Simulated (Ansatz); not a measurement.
Rows from a G0W0 calculation on Si3N4 (P6_3/m) (Ansatz 0.2.0; G0W0 on PBE, plane waves, PAW; PAW set soft_1; 3×3×6 mesh, 370 empty bands, screening to 108 eV, PAW set soft_1 files), in eV. Spin-orbit coupling is left out.

| row | k | band | start | Σx | Σc at the solution | Vxc |
| --- | --- | --- | --- | --- | --- | --- |
| A | (0.000, 0.000, 0.167) | c2 | 14.270 | -8.114 | -4.635 | -13.758 |
| B | Γ | c2 | 13.036 | -8.555 | -4.096 | -13.417 |
| C | Γ | v1 | 8.099 | -21.848 | 3.394 | -17.688 |
| D | (0.000, 0.000, 0.167) | c1 | 14.036 | -7.723 | -4.085 | -12.522 |
| E | (0.000, 0.000, 0.167) | v1 | 8.297 | -21.958 | 3.275 | -17.963 |
| F | Γ | c1 | 12.620 | -7.239 | -4.373 | -12.489 |

Q: Work out each quasiparticle level and how far it moved.

The quasiparticle equation reads E = start + Σx + Σc(E) − Vxc.

| row | E (eV) | shift (eV) |
| --- | --- | --- |
| A | 15.279 | +1.009 |
| B | 13.802 | +0.767 |
| C | 7.333 | −0.766 |
| D | 14.751 | +0.715 |
| E | 7.577 | −0.720 |
| F | 13.498 | +0.878 |

The gap over the computed points goes from 4.32 eV to 5.92 eV.

Limits: not at the basis limit.

[Runs of the session that timed out or met a known fault of the program may be left out.]

[Cells called generated may have been cut or substituted from an entry of the Crystallography Open Database or the Materials Project.]

[Hosts, paths, dates, database ids (printed as entryN), source tags and the programs' standing remarks are cut or masked in the printed files.]
